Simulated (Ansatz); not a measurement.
# V(100) with 4 thermally displaced layers, 2x2: scattering by thermal displacements

Wanted: the phonon-limited resistivity of V at 300 K by the Landauer route.

Main program and level: Ansatz 0.2.0; Ansatz plane-wave DFT, PBE, PAW files; ballistic transport by layer matching (Landauer), zero bias; PAW set soft_1.

## Step 1: The structure

The cell holds 56 atoms: 56 V. Cell: a = 6.052 Å, b = 6.052 Å, c = 21.182 Å, α = 90.0°, β = 90.0°, γ = 90.0°. It derives from V. Regions: lead, 40 atoms (40 V); scattering region, 16 atoms (16 V). The structure is stacked along c, and the current runs across the ab planes.

## Step 2: With 4 displaced layers

Each atom of 4 layers is moved at random, by amounts drawn from a normal law 0.0787 Å wide in each direction from the Debye model (380 K) at 300 K. The layers about the cell's end stay perfect and serve as the lead. Disorder leaves little or no symmetry, which makes such runs dear. Energies from -0.05 to 0.05 eV in steps of 0.05 eV are too few for the program's thermal sum, so it prints no conductance; for a metal the transmission near the Fermi level serves, at a fraction of the cost.

Input file input.yaml:

```yaml
crystal:
  lattice:
    - [6.052, 0.0, 0.0]
    - [0.0, 6.052, 0.0]
    - [0.0, 0.0, 21.182]
  atoms:
    - { symbol: V, position: [0.0, 0.0, 0.0357142857] }
    - { symbol: V, position: [0.0, 0.5, 0.0357142857] }
    - { symbol: V, position: [0.5, 0.0, 0.0357142857] }
    - { symbol: V, position: [0.5, 0.5, 0.0357142857] }
    - { symbol: V, position: [0.25, 0.25, 0.1071428571] }
    - { symbol: V, position: [0.25, 0.75, 0.1071428571] }
    - { symbol: V, position: [0.75, 0.25, 0.1071428571] }
    - { symbol: V, position: [0.75, 0.75, 0.1071428571] }
    - { symbol: V, position: [0.0, 0.0, 0.1785714286] }
    - { symbol: V, position: [0.0, 0.5, 0.1785714286] }
    - { symbol: V, position: [0.5, 0.0, 0.1785714286] }
    - { symbol: V, position: [0.5, 0.5, 0.1785714286] }
    - { symbol: V, position: [0.25, 0.25, 0.25] }
    - { symbol: V, position: [0.25, 0.75, 0.25] }
    - { symbol: V, position: [0.75, 0.25, 0.25] }
    - { symbol: V, position: [0.75, 0.75, 0.25] }
    - { symbol: V, position: [0.0, 0.0, 0.3214285714] }
    - { symbol: V, position: [0.0, 0.5, 0.3214285714] }
    - { symbol: V, position: [0.5, 0.0, 0.3214285714] }
    - { symbol: V, position: [0.5, 0.5, 0.3214285714] }
    - { symbol: V, position: [0.2504447033, 0.2676845662, 0.3974081265] }
    - { symbol: V, position: [0.2433630626, 0.7461246765, 0.3908974176] }
    - { symbol: V, position: [0.757409731, 0.2492708387, 0.3956325211] }
    - { symbol: V, position: [0.7259741152, 0.7703741759, 0.3924988072] }
    - { symbol: V, position: [0.0088488469, 0.9982238494, 0.4628770087] }
    - { symbol: V, position: [0.006023105, 0.5107234348, 0.4635331265] }
    - { symbol: V, position: [0.4980128978, 0.0089180397, 0.4610515852] }
    - { symbol: V, position: [0.4803042737, 0.505137044, 0.4617939354] }
    - { symbol: V, position: [0.2250244885, 0.2394126038, 0.5339767237] }
    - { symbol: V, position: [0.2344814809, 0.7305893553, 0.5358504295] }
    - { symbol: V, position: [0.7616694191, 0.2469679374, 0.5329511314] }
    - { symbol: V, position: [0.7550071416, 0.7593282052, 0.5345994659] }
    - { symbol: V, position: [0.0070838252, 0.0135634005, 0.6063738205] }
    - { symbol: V, position: [0.9894196025, 0.5045214643, 0.608062721] }
    - { symbol: V, position: [0.5142909081, 0.9832930355, 0.6046843466] }
    - { symbol: V, position: [0.4890989918, 0.4774477986, 0.6076126797] }
    - { symbol: V, position: [0.25, 0.25, 0.6785714286] }
    - { symbol: V, position: [0.25, 0.75, 0.6785714286] }
    - { symbol: V, position: [0.75, 0.25, 0.6785714286] }
    - { symbol: V, position: [0.75, 0.75, 0.6785714286] }
    - { symbol: V, position: [0.0, 0.0, 0.75] }
    - { symbol: V, position: [0.0, 0.5, 0.75] }
    - { symbol: V, position: [0.5, 0.0, 0.75] }
    - { symbol: V, position: [0.5, 0.5, 0.75] }
    - { symbol: V, position: [0.25, 0.25, 0.8214285714] }
    - { symbol: V, position: [0.25, 0.75, 0.8214285714] }
    - { symbol: V, position: [0.75, 0.25, 0.8214285714] }
    - { symbol: V, position: [0.75, 0.75, 0.8214285714] }
    - { symbol: V, position: [0.0, 0.0, 0.8928571429] }
    - { symbol: V, position: [0.0, 0.5, 0.8928571429] }
    - { symbol: V, position: [0.5, 0.0, 0.8928571429] }
    - { symbol: V, position: [0.5, 0.5, 0.8928571429] }
    - { symbol: V, position: [0.25, 0.25, 0.9642857143] }
    - { symbol: V, position: [0.25, 0.75, 0.9642857143] }
    - { symbol: V, position: [0.75, 0.25, 0.9642857143] }
    - { symbol: V, position: [0.75, 0.75, 0.9642857143] }
kpoints:
  mp_grid: { grid: [4, 4, 1] }
hamiltonian:
  xc: pbe
  pseudopotentials: { kind: paw, azcp: { folder: soft_1 } }
scf:
  occupations: { method: fermi_dirac, width: 0.1 }
output:
  transmission: { leads: [[0, 4]], kmesh: [8, 8], e_range: [-0.05, 0.05], de: 0.05 }
  write_potential: true
  write_density: true
  volumetric_format: npy
```

On the command line:

```sh
$ ansatz run input.yaml --threads 4 --pin off --max-ram 15360MiB --backend cpu --events-out ev --progress --plain --runs-dir out
```

Numbers of over 12 decimals in the logs are rounded to 6 here.

What it wrote:

```text
Engine: ansatz 0.2.0, x86_64-unknown-linux-gnu
Pseudopotentials: kind: paw
Pseudopotential: V, paw, valence charge 13, recommended cutoff 420 eV (normal), soft_1/V.paw.azcp
Functional definition: PBE
  parameter kappa = 0.804
  parameter beta = 0.066725
  exchange = pbe_x(kappa = kappa, mu = beta*pi^2/3)
  correlation = pbe_c(beta = beta)
Crystal: 56 atoms, lattice volume = 775.827 Å³
Basis set: ecut = 420 eV, 15155 PW (Γ)
Bands: 437, of which v1, the nominal top of the filled ones, is band 364 counted from 1 (363 counted from 0)
Symmetry: 1 space group operations
Space group: P1 (ITA 1), of the structure as read, at distance tolerance 9.2e-5 Å
k-points: 10 of 16 (time reversal used)
Non-local potential: V, projectors of the file, l = 0: 3, l = 1: 2, l = 2: 3, l = 3: 1
PAW form: soft (Blöchl's): semilocal exchange-correlation on the pseudo side does not see the compensation charge
PAW one-centre angular grid: V, 590 points (default); XC on 64 Gauss nodes
Initial density: superposition of atomic densities (chi_scale 0.1, normalization cell)
Initial wavefunctions: pseudopotential atomic-orbital guess
Functional: x = pbe(κ = 0.804, μ = 0.219515), c = pbe(β = 0.066725)
SCF iter   1: F=—  HF=-163110.130724 eV  |F-HF|=—  |Δ(HF+E_count)|=         —  Δρ=8.22e-2  dr2=5.75e1  ethr=3.10e-3  ⟨swp⟩=6.2  Hψ=15851  notcnv=0
preconditioner: auto → Kerker (q_TF=auto, 2.700 Å⁻¹)  [metal: Δε(μ)=0.003 eV  Ē_g=3.246 eV  σ=0.100 eV  W_gap=0.01  n_scr=262 (ndim 8)  ℏωp=22.3 eV  f_vac=0.000  D(μ)=89.91/eV (n_scr^D=1258)]
SCF iter   2: F=—  HF=-163096.658823 eV  |F-HF|=—  |Δ(HF+E_count)|=    1.35e1  Δρ=3.01e-2  dr2=8.33e0  ethr=3.10e-3  ⟨swp⟩=3.6  Hψ=9406  notcnv=0
SCF iter   3: F=—  HF=-163095.681162 eV  |F-HF|=—  |Δ(HF+E_count)|=   9.78e-1  Δρ=9.33e-3  dr2=4.36e-1  ethr=1.14e-3  ⟨swp⟩=2.6  Hψ=6381  notcnv=0
SCF iter   4: F=—  HF=-163095.774170 eV  |F-HF|=—  |Δ(HF+E_count)|=   9.30e-2  Δρ=1.55e-3  dr2=1.44e-2  ethr=5.99e-5  ⟨swp⟩=2.2  Hψ=7138  notcnv=0
SCF iter   5: F=—  HF=-163095.773110 eV  |F-HF|=—  |Δ(HF+E_count)|=   1.06e-3  Δρ=3.02e-4  dr2=7.28e-4  ethr=1.98e-6  ⟨swp⟩=2.0  Hψ=5730  notcnv=0
SCF iter   6: F=—  HF=-163095.773237 eV  |F-HF|=—  |Δ(HF+E_count)|=   1.27e-4  Δρ=1.15e-4  dr2=1.35e-4  ethr=9.99e-8  ⟨swp⟩=2.0  Hψ=8090  notcnv=0
SCF iter   7: F=—  HF=-163095.773215 eV  |F-HF|=—  |Δ(HF+E_count)|=   2.23e-5  Δρ=4.44e-5  dr2=1.95e-5  ethr=1.86e-8  ⟨swp⟩=2.0  Hψ=5551  notcnv=0
SCF iter   8: F=—  HF=-163095.773368 eV  |F-HF|=—  |Δ(HF+E_count)|=   1.54e-4  Δρ=8.83e-6  dr2=9.81e-7  ethr=2.68e-9  ⟨swp⟩=2.0  Hψ=5763  notcnv=0
SCF iter   9: F=-163095.773368 eV  HF=-163095.773368 eV  |F-HF|=5.47e-8  |Δ(HF+E_count)|=   6.37e-8  Δρ=2.65e-6  dr2=6.78e-8  ethr=1.37e-11  ⟨swp⟩=9.4  Hψ=11254  notcnv=0
SCF 1 converged in 9 iterations: F = -163095.773368 eV  dr2 = 6.78e-8
  greatest PAW one-centre occupation: 1.000 electrons in one spin orbital (limit 2), on the V atom at site 13 (counted from 0), in its partial waves of l = 0
transmission: 96 of 918 steps passed
transmission: 186 of 918 steps passed
[...]
transmission: 918 of 918 steps passed
SCF converged after 9 iterations
Free energy (F): -163095.773368 eV
Harris-Foulkes:  -163095.773368 eV  (|F-HF|=5.47e-8)
Internal energy: -163092.505820 eV  (E = F + TS)
E sigma→0 (E₀):  -163094.139594 eV
Entropy (-TS):   -3.267548 eV (-58.349 meV/atom)
Fermi energy:    16.053767 eV
--- Per-component energies (eV) ---
  E_band       = -8458.230883
  E_kinetic    = 16525.355446
  E_local      = -56167.937905  (includes V_loc(G=0)·N_el)
  E_nonlocal   = 4553.668075
  E_hartree    = 23313.376057
  E_xc         = -6436.722901
  E_vxc        = -8142.515822  (∫ρ·V_xc dr)
  E_paw        = -63007.907006  (= ΣΔE_a)
  E_vpaw       = -11853.573557  (= ΣTr[D̂ρ^β])
  E_aug_tail   = 0.055856  (compensation charges beyond the density's cutoff)
  E_ewald      = -81872.393442
  E_smearing   = -3.267548  (= −TS)
  E_closure    = -0.000000  (closes the sum)
  Σ components = -163095.773368   (vs F -163095.773368, Δ=0.00e0)
--- Band table (eV; the first three rows and the last of 10) ---
  k-point 0: bands = [... 360 lower, 16.4294, 16.4333, 16.4383, 16.4392, 16.4492, 16.4704, 16.5575, 16.5933, ... 69 higher]
  k-point 1: bands = [... 360 lower, 16.2773, 16.2969, 16.3042, 16.3157, 16.3202, 16.3270, 16.3410, 16.3707, ... 69 higher]
  k-point 2: bands = [... 360 lower, 15.9532, 15.9569, 15.9637, 15.9645, 15.9708, 15.9769, 15.9872, 15.9963, ... 69 higher]
  k-point 9: bands = [... 360 lower, 15.5799, 15.5955, 15.6004, 15.6102, 15.6221, 15.6280, 15.6380, 15.6561, ... 69 higher]
--- Transmission ---
  basis      : 325 plane waves across, 27 finite elements along
  points     : 34, standing for a mesh of 8 x 8
  energies   : 3 from -0.050000 to 0.050000 eV about the Fermi level, 0.050000 eV apart; the leads are filled to 0.000000 eV, and channels, transmission and decay are at 0.000000 eV
  crystal 0  : V4, at the sites [0, 4], period 1.5130 Å, over 15.13 Å; its Hamiltonian steps by up to 0.9 meV
    offset         : up to 0.0000 Å between an atom of the period and one for which it stands
    channels       : 1.004688e1 a spin
    conductance    : none, the energies end too early or step too widely for 300 K: set another output.transmission.e_range or a lower de, or, where they end at an eighth of basis.ecutwfc, a higher one
  junction   : crystal 0 to crystal 0, 0.70 to 20.37 Å
    transmission   : 7.527691e0 a spin
    conductance    : none, the energies end too early or step too widely for 300 K: set another output.transmission.e_range or a lower de, or, where they end at an eighth of basis.ecutwfc, a higher one
```

It took 12 min on 4 threads of Intel Xeon Platinum 8259CL at 2.50GHz (Skylake/Cascade Lake), shared host; peak memory 6.8 GiB; 41 min of CPU time.

Reading the cycles: dr2 is the Hartree energy of the density residual (eV), the measure of convergence; HF is the Harris–Foulkes estimate of the energy, which meets the free energy F at convergence.

This run has no spin polarisation, although V can carry a moment.

This step gave:

| Quantity | Value |
| --- | --- |
| free energy | -163095.7734 eV |
| energy at zero smearing | -163094.1396 eV |
| Fermi energy | 16.05 eV |
| cell area | 36.63 Å² |
| transmission per spin nearest the Fermi level | 7.528 |
| open channels per spin nearest the Fermi level | 10.05 |
| step of the lead's potential | 0.9 meV |

Per spin. The transmission, zone mean by energy, zero at the Fermi level:

| energy (eV) | transmission, zone mean |
| --- | --- |
| -0.0500 | 7.76 |
| 0.0000 | 7.53 |
| 0.0500 | 7.10 |

Per spin. Open channels, zone mean, lead against energy, zero at the Fermi level:

| energy (eV) | open channels, zone mean, lead |
| --- | --- |
| -0.0500 | 10.5 |
| 0.0000 | 10.0 |
| 0.0500 | 9.42 |

Transmission over k1 and k2. At 0.0000 eV from the Fermi level.

Ten even steps from '_' (2.9) to '@' (11.2):
```
::__--######--__
..--**@@@@%%**--
..**%%%%%%%%%%**
++**@@%%@@%%@@**
..**%%%%%%%%%%**
..--**%%@@@@**--
::__--######--__
__::....++....::
```
Columns: k1 (b1) from -0.5 to 0.375; rows upwards: k2 (b2) from -0.5 to 0.375.

Open channels over k1 and k2. At 0.0000 eV from the Fermi level.

Values, 8 rows by 8 columns:
```
 6.0  4.0  9.0 12.0 12.0 12.0  9.0  4.0
 6.0  9.0 12.0 14.0 14.0 14.0 12.0  9.0
 6.0 12.0 14.0 11.0 11.0 11.0 14.0 12.0
10.0 12.0 14.0 11.0 11.0 11.0 14.0 12.0
 6.0 12.0 14.0 11.0 11.0 11.0 14.0 12.0
 6.0  9.0 12.0 14.0 14.0 14.0 12.0  9.0
 6.0  4.0  9.0 12.0 12.0 12.0  9.0  4.0
 4.0  6.0  6.0  6.0 10.0  6.0  6.0  6.0
```
Columns: k1 (b1) from -0.5 to 0.375; rows upwards: k2 (b2) from -0.5 to 0.375.

Over the solved energies the transmission per spin lies between 7.10 and 7.76, out of 9.98 channels of the lead on average (up to 10.5).

## Step 3: With 8 displaced layers

Each atom of 8 layers is moved at random, by amounts drawn from a normal law 0.0787 Å wide in each direction from the Debye model (380 K) at 300 K. A fresh draw is used; the growth of the resistance with length is what counts.

System of this step: V(100) with 8 thermally displaced layers, 2x2. The cell holds 72 atoms: 72 V. Its edges and angles: a = 6.052 Å, b = 6.052 Å, c = 27.234 Å, α = 90.0°, β = 90.0°, γ = 90.0°. It derives from V. Regions: lead, 40 atoms (40 V); scattering region, 32 atoms (32 V). The structure is stacked along c, and the current runs across the ab planes.

Input file input.yaml:

```yaml
crystal:
  lattice:
    - [6.052, 0.0, 0.0]
    - [0.0, 6.052, 0.0]
    - [0.0, 0.0, 27.234]
  atoms:
    - { symbol: V, position: [0.0, 0.0, 0.0277777778] }
    - { symbol: V, position: [0.0, 0.5, 0.0277777778] }
    - { symbol: V, position: [0.5, 0.0, 0.0277777778] }
    - { symbol: V, position: [0.5, 0.5, 0.0277777778] }
    - { symbol: V, position: [0.25, 0.25, 0.0833333333] }
    - { symbol: V, position: [0.25, 0.75, 0.0833333333] }
    - { symbol: V, position: [0.75, 0.25, 0.0833333333] }
    - { symbol: V, position: [0.75, 0.75, 0.0833333333] }
    - { symbol: V, position: [0.0, 0.0, 0.1388888889] }
    - { symbol: V, position: [0.0, 0.5, 0.1388888889] }
    - { symbol: V, position: [0.5, 0.0, 0.1388888889] }
    - { symbol: V, position: [0.5, 0.5, 0.1388888889] }
    - { symbol: V, position: [0.25, 0.25, 0.1944444444] }
    - { symbol: V, position: [0.25, 0.75, 0.1944444444] }
    - { symbol: V, position: [0.75, 0.25, 0.1944444444] }
    - { symbol: V, position: [0.75, 0.75, 0.1944444444] }
    - { symbol: V, position: [0.0, 0.0, 0.25] }
    - { symbol: V, position: [0.0, 0.5, 0.25] }
    - { symbol: V, position: [0.5, 0.0, 0.25] }
    - { symbol: V, position: [0.5, 0.5, 0.25] }
    - { symbol: V, position: [0.2568645011, 0.2403914654, 0.3095603133] }
    - { symbol: V, position: [0.2606897604, 0.7581595153, 0.3067165579] }
    - { symbol: V, position: [0.7624292203, 0.2326765742, 0.3073299176] }
    - { symbol: V, position: [0.7578395779, 0.7270094556, 0.3065585321] }
    - { symbol: V, position: [0.9967430771, 0.0101643058, 0.3598421461] }
    - { symbol: V, position: [0.9997627636, 0.5044590486, 0.3585785645] }
    - { symbol: V, position: [0.5077852114, 0.9986348727, 0.3625344704] }
    - { symbol: V, position: [0.4932131005, 0.5141268894, 0.3628602486] }
    - { symbol: V, position: [0.2476846472, 0.2582190906, 0.4203075751] }
    - { symbol: V, position: [0.27329562, 0.7295344248, 0.4192190691] }
    - { symbol: V, position: [0.7560485749, 0.2487792681, 0.4137572324] }
    - { symbol: V, position: [0.7663507082, 0.7335901236, 0.4183052363] }
    - { symbol: V, position: [0.0169317981, 0.9791950663, 0.4713478938] }
    - { symbol: V, position: [0.9829726248, 0.503174112, 0.4765990261] }
    - { symbol: V, position: [0.5263179079, 0.9768742493, 0.470560521] }
    - { symbol: V, position: [0.5091501469, 0.5205409603, 0.4734395932] }
    - { symbol: V, position: [0.2402957174, 0.2538644246, 0.5277297454] }
    - { symbol: V, position: [0.2473501947, 0.7404476365, 0.5288970249] }
    - { symbol: V, position: [0.7540042122, 0.2487906697, 0.5271370616] }
    - { symbol: V, position: [0.7332886683, 0.7436769102, 0.5312646242] }
    - { symbol: V, position: [0.9975216428, 0.9812756252, 0.5871901019] }
    - { symbol: V, position: [0.0068965109, 0.5274172988, 0.5835140042] }
    - { symbol: V, position: [0.4939993375, 0.9811722634, 0.5871594533] }
    - { symbol: V, position: [0.5334184804, 0.4893231075, 0.5814631391] }
    - { symbol: V, position: [0.2577538955, 0.2392007168, 0.6381069288] }
    - { symbol: V, position: [0.2454500907, 0.7524965735, 0.642053102] }
    - { symbol: V, position: [0.750287006, 0.261951135, 0.637675338] }
    - { symbol: V, position: [0.7542632729, 0.7221907259, 0.6346982903] }
    - { symbol: V, position: [0.0103514682, 0.9923246516, 0.696120498] }
    - { symbol: V, position: [0.0070536056, 0.5171972571, 0.6967908564] }
    - { symbol: V, position: [0.5132267574, 0.9985476282, 0.6924262805] }
    - { symbol: V, position: [0.4904855135, 0.4936526119, 0.6911790445] }
    - { symbol: V, position: [0.25, 0.25, 0.75] }
    - { symbol: V, position: [0.25, 0.75, 0.75] }
    - { symbol: V, position: [0.75, 0.25, 0.75] }
    - { symbol: V, position: [0.75, 0.75, 0.75] }
    - { symbol: V, position: [0.0, 0.0, 0.8055555556] }
    - { symbol: V, position: [0.0, 0.5, 0.8055555556] }
    - { symbol: V, position: [0.5, 0.0, 0.8055555556] }
    - { symbol: V, position: [0.5, 0.5, 0.8055555556] }
    - { symbol: V, position: [0.25, 0.25, 0.8611111111] }
    - { symbol: V, position: [0.25, 0.75, 0.8611111111] }
    - { symbol: V, position: [0.75, 0.25, 0.8611111111] }
    - { symbol: V, position: [0.75, 0.75, 0.8611111111] }
    - { symbol: V, position: [0.0, 0.0, 0.9166666667] }
    - { symbol: V, position: [0.0, 0.5, 0.9166666667] }
    - { symbol: V, position: [0.5, 0.0, 0.9166666667] }
    - { symbol: V, position: [0.5, 0.5, 0.9166666667] }
    - { symbol: V, position: [0.25, 0.25, 0.9722222222] }
    - { symbol: V, position: [0.25, 0.75, 0.9722222222] }
    - { symbol: V, position: [0.75, 0.25, 0.9722222222] }
    - { symbol: V, position: [0.75, 0.75, 0.9722222222] }
kpoints:
  mp_grid: { grid: [4, 4, 1] }
hamiltonian:
  xc: pbe
  pseudopotentials: { kind: paw, azcp: { folder: soft_1 } }
scf:
  occupations: { method: fermi_dirac, width: 0.1 }
output:
  transmission: { leads: [[0, 4]], kmesh: [8, 8], e_range: [-0.05, 0.05], de: 0.05 }
  write_potential: true
  write_density: true
  volumetric_format: npy
```

What it wrote:

```text
[...]
Crystal: 72 atoms, lattice volume = 997.492 Å³
Basis set: ecut = 420 eV, 19487 PW (Γ)
Bands: 562, of which v1, the nominal top of the filled ones, is band 468 counted from 1 (467 counted from 0)
Symmetry: 1 space group operations
[...]
k-points: 10 of 16 (time reversal used)
[...]
SCF iter   1: F=—  HF=-209712.987527 eV  |F-HF|=—  |Δ(HF+E_count)|=         —  Δρ=8.56e-2  dr2=9.49e1  ethr=3.10e-3  ⟨swp⟩=6.5  Hψ=20586  notcnv=0
[...]
SCF iter  10: F=-209693.448835 eV  HF=-209693.448835 eV  |F-HF|=4.83e-8  |Δ(HF+E_count)|=   2.11e-8  Δρ=1.96e-6  dr2=5.33e-8  ethr=1.07e-11  ⟨swp⟩=10.3  Hψ=14287  notcnv=0
SCF 1 converged in 10 iterations: F = -209693.448835 eV  dr2 = 5.33e-8
[...]
transmission: 117 of 1156 steps passed
transmission: 237 of 1156 steps passed
[...]
transmission: 1156 of 1156 steps passed
SCF converged after 10 iterations
Free energy (F): -209693.448835 eV
[...]
Internal energy: -209689.383580 eV  (E = F + TS)
E sigma→0 (E₀):  -209691.416208 eV
Entropy (-TS):   -4.065255 eV (-56.462 meV/atom)
Fermi energy:    16.070620 eV
[...]
--- Band table (eV; the first three rows and the last of 10) ---
  k-point 0: bands = [... 464 lower, 16.4440, 16.4465, 16.4468, 16.4521, 16.4647, 16.4740, 16.4900, 16.4919, ... 90 higher]
  k-point 1: bands = [... 464 lower, 16.2561, 16.2582, 16.2684, 16.2852, 16.2951, 16.3093, 16.3426, 16.3631, ... 90 higher]
  k-point 2: bands = [... 464 lower, 15.9881, 16.0063, 16.0073, 16.0128, 16.0197, 16.0240, 16.0270, 16.0318, ... 90 higher]
  k-point 9: bands = [... 464 lower, 15.5829, 15.5845, 15.5927, 15.6032, 15.6120, 15.6196, 15.6263, 15.6309, ... 90 higher]
--- Transmission ---
  basis      : 325 plane waves across, 34 finite elements along
  points     : 34, standing for a mesh of 8 x 8
[...]
channels       : 1.004688e1 a spin
[...]
junction   : crystal 0 to crystal 0, 0.70 to 26.42 Å
    transmission   : 5.639966e0 a spin
[...]
```

It took 19 min on 4 threads; peak memory 9.8 GiB; 68 min of CPU time.

Numbers from this step:

```
free energy                                   : -209693.4488 eV
energy at zero smearing                       : -209691.4162 eV
Fermi energy                                  : 16.07 eV
transmission per spin nearest the Fermi level : 5.640
step of the lead's potential                  : 1.5 meV
```

Per spin. Table of transmission, zone mean by energy, zero at the Fermi level:

| energy (eV) | transmission, zone mean |
| --- | --- |
| -0.0500 | 5.75 |
| 0.0000 | 5.64 |
| 0.0500 | 5.37 |

Over the solved energies the transmission per spin lies between 5.37 and 5.75, out of 9.90 channels of the lead on average (up to 10.4).

(Continued in part 2 of 2.)

[Logs are printed without paths, hosts, clocks, repeated set-up lines and the standing remarks that a program may print on its own settings, such as how far it seeks lower states.]

[Hosts, paths, dates, database ids (printed as entryN), source tags and the programs' standing remarks are cut or masked in the printed files.]
